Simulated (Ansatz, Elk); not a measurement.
## How far do independent atoms describe BaTi2Ga2?

Structure refinements treat a crystal as free atoms side by side. For a made-up structure of BaTi2Ga2 (cell and positions from a PBE relaxation) the runs below show what the calculated density changes in F(hkl).

Method: DFT, PBE, all-electron APW+lo, Dirac cores, scalar-relativistic bands, static density, no spin, in Elk 11.2.3 (patched build).

The structure was built from a prototype and need not be the compound's stable phase.

**1. The starting structure**

The structure is tetragonal, space group I4/mmm (No. 139). The conventional cell has a = 4.842 Å, b = 4.842 Å, c = 10.840 Å, α = 90.00°, β = 90.00°, γ = 90.00°. Ba has 8 Ga at 3.63 Å and 10 Ti at 3.65 to 3.85 Å nearest. Ga has 4 Ti at 2.60 Å and 4 Ga at 3.42 Å and 4 Ba at 3.63 Å nearest. Nearest to Ti lie 4 Ga at 2.60 Å and 5 Ti at 3.53 to 3.91 Å and 5 Ba at 3.65 to 3.85 Å. Farther neighbours are not listed.

**2. Ground state and structure factors**

An all-electron density is needed, since X-rays see the cores too. Task 0 finds the density and task 195 Fourier-transforms it; tshift is off so that phases refer to the origin typed.

Contents of elk.in:

```
tasks
  0
  195

xctype
  20

spinpol
  .false.

rgkmax
  7.0

gmaxvr
  14.0

lmaxo
  7

lmaxapw
  8

swidth
  0.002

tshift
  .false.

ramdisk
  .false.

hmaxvr
  5.5

maxscl
  120

epspot
  1e-06

sppath
  './'

avec
  -4.57485625758 4.57485625758 10.24231008894
  4.57485625758 -4.57485625758 10.24231008894
  4.57485625758 4.57485625758 -10.24231008894

atoms
  3
  'Ba.in'
  1
  -0.0000000000 -0.0000000000 -0.0000000000   0.000000 0.000000 0.000000
  'Ga.in'
  2
  0.2500000000 0.7500000000 0.5000000000   0.000000 0.000000 0.000000
  0.7500000000 0.2500000000 0.5000000000   0.000000 0.000000 0.000000
  'Ti.in'
  2
  0.6629540208 0.6629540208 -0.0000000000   0.000000 0.000000 0.000000
  0.3370459792 0.3370459792 -0.0000000000   0.000000 0.000000 0.000000

ngridk
  7 7 7
```

On the command line:

```
> OMP_NUM_THREADS=4 elk
```

Numbers of over 12 decimals in the logs are rounded to 6 here.

What it wrote:

```text
┌─────────────────────────┐
│ Elk code version 11.2.3 │
└─────────────────────────┘

All units are atomic (Hartree, Bohr, etc.)

┌─────────────────────────────────────────────────┐
│ Ground-state run starting from atomic densities │
└─────────────────────────────────────────────────┘

Lattice vectors :
  -4.574856258       4.574856258       10.24231009
   4.574856258      -4.574856258       10.24231009
   4.574856258       4.574856258      -10.24231009

Reciprocal lattice vectors :
  0.9314469730E-17  0.6867084946      0.3067269616
  0.6867084946      0.9314469730E-17  0.3067269616
  0.6867084946      0.6867084946     -0.1248816642E-16

Unit cell volume      :    857.4579228
Brillouin zone volume :   0.2892855811

Muffin-tin inner radius fraction :   0.1000000000E-01

Nuclei treated as point charges

Species : 1 (Ba)
 parameters loaded from : Ba.in
 name : barium
 nuclear charge    :   -56.00000000
 electronic charge :    56.00000000
 atomic mass :    250331.8071
 muffin-tin radius :    2.800000000
 number of radial points in muffin-tin :   1393
 inner part over the whole radius :   0.9950032293E-02
 number on inner part of muffin-tin    :    996
 approximate nuclear radius :   0.9171481901E-04
 number of mesh points to nuclear radius :    504
 atomic positions (lattice), magnetic fields (Cartesian) :
  1 :   0.00000000  0.00000000  0.00000000    0.00000000  0.00000000  0.00000000

Species : 2 (Ga)
 parameters loaded from : Ga.in
 name : gallium
 nuclear charge    :   -31.00000000
 electronic charge :    31.00000000
 atomic mass :    127097.2539
 muffin-tin radius :    2.400000000
 number of radial points in muffin-tin :    993
 inner part over the whole radius :   0.9952882137E-02
 number on inner part of muffin-tin    :    702
 approximate nuclear radius :   0.7562051033E-04
 number of mesh points to nuclear radius :    339
 atomic positions (lattice), magnetic fields (Cartesian) :
  1 :   0.25000000 -0.25000000  0.50000000    0.00000000  0.00000000  0.00000000
  2 :  -0.25000000  0.25000000  0.50000000    0.00000000  0.00000000  0.00000000

Species : 3 (Ti)
 parameters loaded from : Ti.in
 name : titanium
 nuclear charge    :   -22.00000000
 electronic charge :    22.00000000
 atomic mass :    87256.20317
 muffin-tin radius :    2.400000000
 number of radial points in muffin-tin :    993
 inner part over the whole radius :   0.9985722337E-02
 number on inner part of muffin-tin    :    699
 approximate nuclear radius :   0.6805665174E-04
 number of mesh points to nuclear radius :    325
 atomic positions (lattice), magnetic fields (Cartesian) :
  1 :  -0.33704598 -0.33704598  0.00000000    0.00000000  0.00000000  0.00000000
  2 :   0.33704598  0.33704598  0.00000000    0.00000000  0.00000000  0.00000000

Total number of atoms per unit cell :    5
Total muffin-tin volume :    323.5756657
 ratio of muffin-tin to unit cell volume :   0.3773662324

Spin treatment :
 spin-unpolarised

Number of Bravais lattice symmetries :   16
Number of crystal symmetries         :   16
Crystal has inversion symmetry
Real symmetric eigensolver will be used

k-point grid :      7     7     7
k-point offset :    0.000000000       0.000000000       0.000000000
k-point set is reduced with full crystal symmetry group
Total number of k-points :       40

Muffin-tin radius times maximum |G+k| :    7.000000000
 using average radius
Maximum |G+k| for APW functions       :    2.822580645
Maximum (1/2)|G+k|²                   :    3.983480749
Maximum |G| for potential and density :    14.00000000
Constant for pseudocharge density :   10
 order of it for each species :   17  17  17
 order of it for pair densities of each species (exact exchange by exxq0 0: 18) :   12   9   9
Radial integration step length :    1

G-vector grid sizes :     54    54    54
Number of G-vectors :    39709

Maximum angular momentum used for
 APW functions            :    8
 outer part of muffin-tin :    7
 inner part of muffin-tin :    2

Total nuclear charge    :   -162.0000000
[...]
correlation                 :     -7.965413
 electron entropic           :    -0.14684017479124E-02
 total energy                :     -13736.227580459

Density of states at Fermi energy :    107.0535308
 (states/Hartree/unit cell)

Estimated indirect band gap :   0.4935273898E-03
 from k-point 17 to k-point 16
Estimated direct band gap   :   0.2240612005E-02
 at k-point 33

Charges :
 core                        :    92.00000000
 valence                     :    70.00000000
 interstitial                :    8.384271867
 muffin-tins (core leakage)
  species : 1 (Ba)
   atom 1                    :    53.62706637     (  0.5114874966E-05)
  species : 2 (Ga)
[...]
species : 3 (Ti)
[...]
total in muffin-tins        :    153.6157281
 total calculated charge     :    161.9984091
 total charge                :    162.0000000
 error                       :   0.1590884670E-02

RMS change in Kohn-Sham potential (target) :   0.1759931497     (  0.1000000000E-05)
Absolute change in total energy (target)   :   0.7599547702E-01 (  0.1000000000E-03)

[... loops 3 to 15 left out ...]

┌──────────────────┐
│ Loop number : 16 │
└──────────────────┘

Energies :
 Fermi                       :     0.205677
 sum of occupied eigenvalues :     -8242.4974251205
 electron kinetic            :      14377.320850294
 core electron kinetic       :      13706.582193252
 Coulomb                     :     -27678.450559837
 Coulomb potential           :     -22054.647385740
 nuclear-nuclear             :     -1434.8336579325
 electron-nuclear            :     -30462.366056369
 Hartree                     :      4218.7491544646
 Madelung                    :     -16651.126866967
 xc potential                :     -565.17088967416
 exchange                    :     -426.12152445374
 correlation                 :     -7.965494
 electron entropic           :    -0.13383682397247E-02
 total energy                :     -13735.218065889

Density of states at Fermi energy :    95.89441314
 (states/Hartree/unit cell)

Estimated indirect band gap :   0.3155935327E-03
 from k-point 8 to k-point 20
Estimated direct band gap   :   0.6296440340E-02
 at k-point 14

Charges :
 core                        :    92.00000000
 valence                     :    70.00000000
 interstitial                :    8.218923560
 muffin-tins (core leakage)
  species : 1 (Ba)
[...]
species : 2 (Ga)
[...]
species : 3 (Ti)
[...]
total in muffin-tins        :    153.7810764
 total calculated charge     :    161.9984868
 total charge                :    162.0000000
 error                       :   0.1513154958E-02

RMS change in Kohn-Sham potential (target) :   0.1035456952E-06 (  0.1000000000E-05)
Absolute change in total energy (target)   :   0.9397707254E-04 (  0.1000000000E-03)

Convergence targets achieved

┌──────────────────┐
│ Loop number : 17 │
└──────────────────┘

Energies :
 Fermi                       :     0.205677
 sum of occupied eigenvalues :     -8242.4974157411
 electron kinetic            :      14377.320859770
 core electron kinetic       :      13706.582197835
 Coulomb                     :     -27678.450559769
 Coulomb potential           :     -22054.647385120
 nuclear-nuclear             :     -1434.8336579325
 electron-nuclear            :     -30462.366056558
 Hartree                     :      4218.7491547209
 Madelung                    :     -16651.126867209
 xc potential                :     -565.17089039126
 exchange                    :     -426.12152445118
 correlation                 :     -7.965494
 electron entropic           :    -0.13383688559105E-02
 total energy                :     -13735.218056338

Density of states at Fermi energy :    95.89445280
 (states/Hartree/unit cell)

Estimated indirect band gap :   0.3155992764E-03
 from k-point 8 to k-point 20
Estimated direct band gap   :   0.6296418440E-02
 at k-point 14

Charges :
 core                        :    92.00000000
 valence                     :    70.00000000
 interstitial                :    8.218923382
 muffin-tins (core leakage)
  species : 1 (Ba)
[...]
species : 2 (Ga)
[...]
atom 2                    :    29.81691443     (  0.7621827665E-03)
  species : 3 (Ti)
   atom 1                    :    20.22935613     ( -0.2204291949E-06)
   atom 2                    :    20.22935613     ( -0.2204291949E-06)
 total in muffin-tins        :    153.7810766
 total calculated charge     :    161.9984868
 total charge                :    162.0000000
 error                       :   0.1513154800E-02

┌──────────────────────────────┐
│ Self-consistent loop stopped │
└──────────────────────────────┘

Warning : core states of species 2 leak from the muffin-tin :   0.7621827665E-03

Wrote STATE.OUT
```

It took 49 s on 4 threads of Intel Xeon Platinum 8488C (Sapphire Rapids), shared host; peak memory 0.28 GiB.

SFACRHO.OUT:

```text

h k l indices transformed by vhmat matrix:
   1.000000000       0.000000000       0.000000000    
   0.000000000       1.000000000       0.000000000    
   0.000000000       0.000000000       1.000000000    

      h      k      l  multipl.   |H|            Re(F)            Im(F)           |F|

      0      0      0      1   0.0000000       162.00000      0.41109302E-15   162.00000    
      1      1     -1      2  0.61345392      -24.710496     -0.59498096E-14   24.710496    
      0     -1      0      8  0.75209706       30.605586      -0.0000000       30.605586    
     -1      1      0      4  0.97115247       29.718655      0.82278066E-16   29.718655    
      2      1     -1      8   1.1481731       79.907132      -0.0000000       79.907132    
     -2      0      1      8   1.1486787       82.806276     -0.59498096E-14   82.806276    
      2      2     -2      2   1.2269078       77.680820      0.11899619E-13   77.680820    
      1     -1     -1      4   1.3734170       124.74243      0.45869305E-14   124.74243    
      0     -2      2      8   1.5041941      -18.466464      0.11899619E-13   18.466464    
     -2     -2      1      8   1.5647492      -21.893611      0.59498096E-14   21.893611    
      1      0      1     16   1.5658621       26.810063      -0.0000000       26.810063    
     -3     -2      3      8   1.6803584       29.681665     -0.29749048E-14   29.681665    
      2      1     -3     16   1.7901329       68.145431      -0.0000000       68.145431    
      3      3     -3      2   1.8403618       23.221456     -0.16361976E-13   23.221456    
      3      1     -3      8   1.8416235       68.007052      0.35698857E-13   68.007052    
     -2      2      0      4   1.9423049       108.79321      0.36243909E-16   108.79321    
      1     -3      1      8   2.0368785      -15.813044      0.23799238E-13   15.813044    
     -2     -4      3      8   2.0808817       105.27900     -0.15246387E-13   105.27900
```

Elk indexes on the primitive cell of elk.in and gives |H| = 4π sin θ/λ in inverse bohr. Below, one row stands for each form hkl of the conventional cell (m members, Friedel mates merged), F is for one primitive cell and the density is static (no thermal factor). Free-atom factors are Waasmaier and Kirfel's, and R is Σm||F|−|F'||/Σm|F|.

| hkl | m | sin θ/λ (Å⁻¹) | abs F, DFT | neutral atoms | diff. |
| --- | --- | --- | --- | --- | --- |
| 002 | 2 | 0.092 | 24.710 | 24.399 | +0.312 |
| 101 | 8 | 0.113 | 30.606 | 30.565 | +0.040 |
| 110 | 4 | 0.146 | 29.719 | 29.801 | -0.083 |
| 103 | 8 | 0.173 | 79.907 | 80.079 | -0.172 |
| 112 | 8 | 0.173 | 82.806 | 82.682 | +0.124 |
| 004 | 2 | 0.184 | 77.681 | 77.447 | +0.233 |
| 200 | 4 | 0.206 | 124.742 | 125.256 | -0.514 |
| 202 | 8 | 0.226 | 18.466 | 19.116 | -0.650 |
| 114 | 8 | 0.235 | 21.894 | 22.392 | -0.498 |
| 211 | 16 | 0.235 | 26.810 | 26.745 | +0.065 |
| 105 | 8 | 0.253 | 29.682 | 29.811 | -0.129 |
| 213 | 16 | 0.269 | 68.145 | 68.300 | -0.155 |
| 006 | 2 | 0.277 | 23.221 | 22.691 | +0.531 |
| 204 | 8 | 0.277 | 68.007 | 68.426 | -0.419 |
| 220 | 4 | 0.292 | 108.793 | 109.358 | -0.565 |
| 222 | 8 | 0.306 | 15.813 | 16.280 | -0.467 |
| 116 | 8 | 0.313 | 105.279 | 105.510 | -0.231 |
| 301 | 8 | 0.313 | 24.426 | 24.523 | -0.097 |
| 215 | 16 | 0.326 | 27.378 | 27.308 | +0.070 |
| 310 | 8 | 0.327 | 21.280 | 21.026 | +0.254 |
| 107 | 8 | 0.339 | 21.003 | 21.107 | -0.104 |
| 303 | 8 | 0.339 | 60.992 | 60.937 | +0.055 |

**3. The highest occupied states alone**

An energy window below the Fermi level keeps the highest occupied states, to see at which angles they scatter; shallow core shells can lie inside it and anion s states outside. No new self-consistency is needed.

elk.in: that of step 2 with these lines changed.

```diff
@@ -1,3 +1,2 @@
 tasks
-  0
   195
@@ -40,2 +39,5 @@
 
+wsfac
+  -0.235310 0.505680
+
 sppath
```

On the command line:

```
> OMP_NUM_THREADS=4 elk
```

What it wrote:

```text
┌─────────────────────────────────┐
│ Elk code version 11.2.3 started │
└─────────────────────────────────┘

Info(readinput): the functional depends on the density's gradient
 muffin-tin radial points multiplied by    2.00000
 (not where nrmtscf is given)

┌────────────────────┐
│ Current task : 195 │
└────────────────────┘

Info(sfacrho): density structure factors written to SFACRHO.OUT

 Energy window :  -0.2353100000      0.5056800000

┌──────────────────┐
│ Elk code stopped │
└──────────────────┘
```

Run time: 11 s. Hardware: 4 threads; peak memory 0.16 GiB; 15 s of CPU time.

States within 12 eV below the Fermi level hold 16.00 electrons; any levels below the window count with the cores. Their amplitudes can exceed the total, where window and core parts have opposite phase:

| hkl | sin θ/λ (Å⁻¹) | abs F, window | abs F, all |
| --- | --- | --- | --- |
| 002 | 0.092 | 5.723 | 24.710 |
| 101 | 0.113 | 1.888 | 30.606 |
| 110 | 0.146 | 1.025 | 29.719 |
| 103 | 0.173 | 2.109 | 79.907 |
| 112 | 0.173 | 0.271 | 82.806 |
| 004 | 0.184 | 0.009 | 77.681 |
| 200 | 0.206 | 1.924 | 124.742 |
| 202 | 0.226 | 0.418 | 18.466 |
| 114 | 0.235 | 0.649 | 21.894 |
| 211 | 0.235 | 0.606 | 26.810 |

**4. Another functional**

The difference from free atoms is small, so it is set against the change that LDA (Perdew-Wang) makes.

elk.in: that of step 3 with these lines changed.

```diff
@@ -1,2 +1,3 @@
 tasks
+  0
   195
@@ -4,3 +5,3 @@
 xctype
-  20
+  3
 
@@ -39,5 +40,2 @@
 
-wsfac
-  -0.235310 0.505680
-
 sppath
```

On the command line:

```
> OMP_NUM_THREADS=4 elk
```

What it wrote:

```text
┌─────────────────────────┐
│ Elk code version 11.2.3 │
└─────────────────────────┘

All units are atomic (Hartree, Bohr, etc.)

┌─────────────────────────────────────────────────┐
│ Ground-state run starting from atomic densities │
└─────────────────────────────────────────────────┘

Lattice vectors :
  -4.574856258       4.574856258       10.24231009
   4.574856258      -4.574856258       10.24231009
   4.574856258       4.574856258      -10.24231009

Reciprocal lattice vectors :
  0.9314469730E-17  0.6867084946      0.3067269616
[...]
species : 1 (Ba)
[...]
species : 2 (Ga)
[...]
species : 3 (Ti)
   atom 1                    :    20.24808349     ( -0.3536578214E-05)
   atom 2                    :    20.24808349     ( -0.3536578214E-05)
 total in muffin-tins        :    153.8524595
 total calculated charge     :    161.9984737
 total charge                :    162.0000000
 error                       :   0.1526338296E-02

┌──────────────────────────────┐
│ Self-consistent loop stopped │
└──────────────────────────────┘

Warning : core states of species 2 leak from the muffin-tin :   0.7806951571E-03

Wrote STATE.OUT
[key lines of the parts left out:]
total energy                :     -13719.762839955
```

Wall time 35 s (4 threads); peak memory 0.23 GiB.

Against the first run R = 0.04 %; the largest change is -0.055 at 400.

**5. A coarser k-mesh**

About half the k-points along each axis test the sampling.

elk.in: that of step 4 with these lines changed.

```diff
@@ -5,3 +5,3 @@
 xctype
-  3
+  20
 
@@ -63,2 +63,2 @@
 ngridk
-  7 7 7
+  4 4 4
```

On the command line:

```
> OMP_NUM_THREADS=4 elk
```

What it wrote:

```text
┌─────────────────────────┐
│ Elk code version 11.2.3 │
└─────────────────────────┘

All units are atomic (Hartree, Bohr, etc.)

┌─────────────────────────────────────────────────┐
│ Ground-state run starting from atomic densities │
└─────────────────────────────────────────────────┘

Lattice vectors :
  -4.574856258       4.574856258       10.24231009
   4.574856258      -4.574856258       10.24231009
   4.574856258       4.574856258      -10.24231009

Reciprocal lattice vectors :
  0.9314469730E-17  0.6867084946      0.3067269616
[...]
species : 1 (Ba)
[...]
species : 2 (Ga)
[...]
species : 3 (Ti)
   atom 1                    :    20.22837257     ( -0.2204284328E-06)
   atom 2                    :    20.22837257     ( -0.2204284328E-06)
 total in muffin-tins        :    153.7820152
 total calculated charge     :    161.9984842
 total charge                :    162.0000000
 error                       :   0.1515804883E-02

┌──────────────────────────────┐
│ Self-consistent loop stopped │
└──────────────────────────────┘

Warning : core states of species 2 leak from the muffin-tin :   0.7622778109E-03

Wrote STATE.OUT
[key lines of the parts left out:]
total energy                :     -13735.218261603
```

Wall time 35 s (4 threads); peak memory 0.29 GiB.

Against the first run R = 0.01 %; the largest change is -0.011 at 110.

**6. Settings against the effect**

| run | R against the first run (%) | R against neutral atoms, low angle (%) | wall time |
| --- | --- | --- | --- |
| PBE, rgkmax 7 | 0.00 | 0.49 | 49 s |
| LDA (Perdew-Wang) | 0.04 | 0.49 | 35 s |
| k-mesh 4×4×4 | 0.01 | 0.49 | 35 s |

**7. What came out**

```json
{
  "R against neutral atoms, sin θ/λ < 0.3 Å⁻¹": "0.49 %",
  "R against neutral atoms, 0.3 to 0.73 Å⁻¹": "0.21 %"
}
```

What this shows: Independent neutral atoms miss the calculated amplitudes by R = 0.49 % below 0.3 Å⁻¹ and 0.21 % from there to 0.73 Å⁻¹; by shells, 0.31 % below 0.15 Å⁻¹ (3 forms), 0.50 % 0.15 to 0.3 (12 forms), 0.28 % 0.3 to 0.45 (29 forms), 0.19 % above 0.45 (105 forms). Bonding, aspherical density and the tables' own atoms all enter these figures, and the runs don't part them. The largest change of an amplitude is -0.65 electrons, at 202. The window's part falls from 16.0 electrons at the origin to at most 0.46 between 0.45 and 0.73 Å⁻¹. Below 0.3 Å⁻¹ the changes that finished (LDA (Perdew-Wang) and k-mesh 4×4×4) move F by R = 0.02 % at most, against the 0.49 % that separates it from free atoms. The basis has no finished test. These runs have no spin, though d or f shells may be open. Part of the difference isn't bonding: the tables are fits to free atoms and ions calculated by other methods than this functional. Thermal motion, anomalous dispersion and extinction are left out.

[Logs are printed without paths, hosts, clocks, repeated set-up lines and the standing remarks that a program may print on its own settings, such as how far it seeks lower states.]

[Hosts, paths, dates, database ids (printed as entryN), source tags and the programs' standing remarks are cut or masked in the printed files.]
